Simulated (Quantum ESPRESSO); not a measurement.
# Voltage at the next charge: Na(110), 4 layers, one monolayer of Li on longbridge sites against an electrode

Method. Quantum ESPRESSO 7.5, PBE, GBRV ultrasoft; ESM with bc3, a metal electrode 5.83 Å above the top atoms; cell area 12.652 Å²; ions fixed. V is the potential energy of an electron at the electrode over the slab's Fermi level, divided by e, so that it equals the work function at zero charge; positive charge removes electrons.

```tsv
charge (e a cell)	V (V)
0	2.951
0.019	3.998
0.038	5.093
```

**Question.** What is V at a charge of 0.0759 e, and what capacitance do the rows imply?

**Worked estimate.** The last two rows give dV/dq = (5.093 − 3.998)/(0.038 − 0.019) = 57.6 V/e, so C = 1602/(12.652 × 57.6) = 2.20 µF/cm², an effective gap of 8.854/2.20 = 4.03 Å. At constant C, V = 5.093 + 57.6 × 0.0379 = 7.28 V.

**The withheld run.** V = 7.396 V; the estimate misses by −0.12 V, 5.1 % of the step. Over the three intervals C goes 2.30, 2.20 and 2.08 µF/cm²: it falls as electrons leave, the surface charge drawing back towards the atoms.

**Limits.** Vacuum fills the gap; a dielectric or electrolyte would change C. The slab is thin.

[Logs are printed without paths, hosts, clocks, repeated set-up lines and the standing remarks that a program may print on its own settings, such as how far it seeks lower states.]
